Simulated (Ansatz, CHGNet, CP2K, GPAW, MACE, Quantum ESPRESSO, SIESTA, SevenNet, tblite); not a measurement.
## Liquid methanol at 300 K (108 atoms): runs against a plane-wave reference

Density of this cell: 0.790 g/cm³. The cell holds 108 atoms: 18 C, 18 O and 72 H. Cell: a = 10.663 Å, b = 10.663 Å, c = 10.663 Å, α = 90.0°, β = 90.0°, γ = 90.0°. 18 methanol placed at random, at 0.79 g/cm³; overlaps pushed apart, then 10 ps at 450 K with MMFF94 bonds, angles, torsions, charges and radii (Halgren, J. Comput. Chem. 17, 490 (1996)) in harmonic and 12-6 forms. Snapshot after 20 ps at 300 K and fixed volume. Then every atom was moved at random, 0.02 Å r.m.s. a Cartesian component (hydrogen 0.6 of that).

Geometry: as built.

The reference, a calculation:

```
method                                           : Kohn-Sham DFT, PBE, PAW, plane waves (Ansatz 0.2.0); cutoff 420 eV, Γ point, fermi-dirac smearing of 0.05 eV; PAW set soft_2
r.m.s. force component                           : 1.155 eV/Å
longest force                                    : 5.025 eV/Å
pressure                                         : 2.332 GPa
gap (highest filled to lowest empty level) : 4.195 eV
SCF cycles                                       : 10
time                                             : 5.3 s on 8 threads of Arm Neoverse V2, shared host
CPU time                                         : 37 s
```

Q: Estimate the differences from the reference, the CPU time and the memory of each run.
- CP2K PBE, DZVP-MOLOPT-SR, 600/50 Ry, OT DIIS (CP2K 2026.2; 4 MPI ranks)
- CP2K PBE, TZVP-UZH, 600/50 Ry, OT DIIS (CP2K 2026.2; 4 MPI ranks)
- CP2K TPSS, PBE potentials, DZVP-MOLOPT-SR, 600/50 Ry, OT DIIS (CP2K 2026.2; 4 MPI ranks)
- GPAW PBE, LCAO dzp, h 0.18 Å (GPAW 26.7.0; 2 MPI ranks)
- QE PBE, sssp-1.3.0-efficiency, 60/480 Ry (Quantum ESPRESSO 7.5; 2 MPI ranks)
- SIESTA PBE, SZ, shift 0.02 Ry, mesh 500 Ry (SIESTA 5.4.2; 1 thread)
- MACE MP-0b2 small potential (MACE MP-0b2 small; 1 thread)
- SevenNet l3i5 potential (SevenNet l3i5; 1 thread)
- tblite GFN1-xTB (tblite 0.8.0; 1 thread)
- CP2K PBE, SZV-MOLOPT-SR, 600/50 Ry, TC2 filter 1e-05, SCF 1e-06 (CP2K 2026.2; 1 thread)

Differences are against the plane-wave reference, forces as r.m.s. over components; share is that over the reference's r.m.s. force, slope the least-squares factor from reference forces to these. Total energies of different programs have different zeros and aren't compared.

| run | Δ force, r.m.s. (meV/Å) | share (%) | slope | Δ pressure (GPa) | Δ gap (eV) | cores | CPU time | memory (GiB) |
| --- | --- | --- | --- | --- | --- | --- | --- | --- |
| reference | - | - | - | - | - | 8 | 37 s | 1.2 |
| CP2K PBE, DZVP-MOLOPT-SR, 600/50 Ry, OT DIIS | 107 | 9.22 | 1.044 | 0.269 | 1.58 | 4 | 7.9 min | 2.6 |
| CP2K PBE, TZVP-UZH, 600/50 Ry, OT DIIS | 125 | 10.8 | 1.034 | 0.633 | 0.448 | 4 | 6.8 min | 2.6 |
| CP2K TPSS, PBE potentials, DZVP-MOLOPT-SR, 600/50 Ry, OT DIIS | 200 | 17.3 | 1.054 | 0.220 | 2.09 | 4 | 18 min | 2.7 |
| GPAW PBE, LCAO dzp, h 0.18 Å | 364 | 31.5 | 1.098 | - | 0.289 | 2 | 59 s | 1.2 |
| QE PBE, sssp-1.3.0-efficiency, 60/480 Ry | 21.6 | 1.87 | 1.006 | -0.0288 | -0.0031 | 2 | 3.2 min | 3.0 |
| SIESTA PBE, SZ, shift 0.02 Ry, mesh 500 Ry (coarse) | 2387 | 207 | 1.512 | 14.1 | 0.471 | 1 | 43 s | 0.6 |
| MACE MP-0b2 small potential | 118 | 10.2 | 1.009 | 0.0531 | - | 1 | 6.3 s | 0.68 |
| SevenNet l3i5 potential | 101 | 8.76 | 1.012 | 0.0378 | - | 1 | 11 s | 2.0 |
| tblite GFN1-xTB | 188 | 16.3 | 0.967 | -1.53 | - | 1 | 1.7 s | 0.11 |
| CP2K PBE, SZV-MOLOPT-SR, 600/50 Ry, TC2 filter 1e-05, SCF 1e-06 (coarse) | 1572 | 136 | 1.465 | 6.23 | - | 1 | 71 s | 1.5 |

Rows marked coarse were listed beforehand as settings not expected to be converged; some can still land near the reference.

Times of the machine-learned potentials are mostly Python's start and the loading of weights.

CPU time is summed over cores on a shared host, where runs went side by side, so it is rough. Symmetry, cutoffs, thresholds, outputs and thread counts weren't matched or tuned between programs; memory under MPI is the largest rank's times the ranks.

PBE on plane waves or a grid with other potentials, cutoffs or grids, coarse settings apart, differs from the reference by 1.9 % (QE PBE, sssp-1.3.0-efficiency, 60/480 Ry) of the r.m.s. force; this holds the reference's own error, so differences of a few per cent don't tell which side is nearer the exact PBE result (QE's 60 Ry are 816 eV, against the reference's 420 eV). The PBE runs in local orbitals, coarse settings apart, differ by 9.2 % (CP2K PBE, DZVP-MOLOPT-SR, 600/50 Ry, OT DIIS) to 31 % (GPAW PBE, LCAO dzp, h 0.18 Å); basis, grid and potentials can all enter. Tight binding differs by 16 % (tblite GFN1-xTB); it is another model, with fitted parameters of its own, and the xTB methods hold dispersion. Machine-learned potentials differ by 8.8 % (SevenNet l3i5 potential) to 10 % (MACE MP-0b2 small potential); they were trained on other programs' data. Periodic xTB results under one method name differ between programs and library versions. With short bonds to hydrogen, sets of potentials differ among themselves by several per cent in forces even at converged cutoffs, so the reference isn't exact here either. Machine-learned potentials mimic data converged in k, so the reference's own k-point error enters their differences. The network of contacts between molecules at the start is that of the classical potential that made the cell, and needn't be the one that DFT or experiment would give. The electronic-structure runs sample only Γ, in a cell whose shortest periodic width is 11 Å.

[Logs are printed without paths, hosts, clocks, repeated set-up lines and the standing remarks that a program may print on its own settings, such as how far it seeks lower states.]

[Hosts, paths, dates, database ids (printed as entryN), source tags and the programs' standing remarks are cut or masked in the printed files.]

[The MMFF94 radii named for the starting cell were scaled by 0.96; in molecules described by MMFF94, hydrogen bound to N, O or S took a small fixed 12-6 site in their place.]
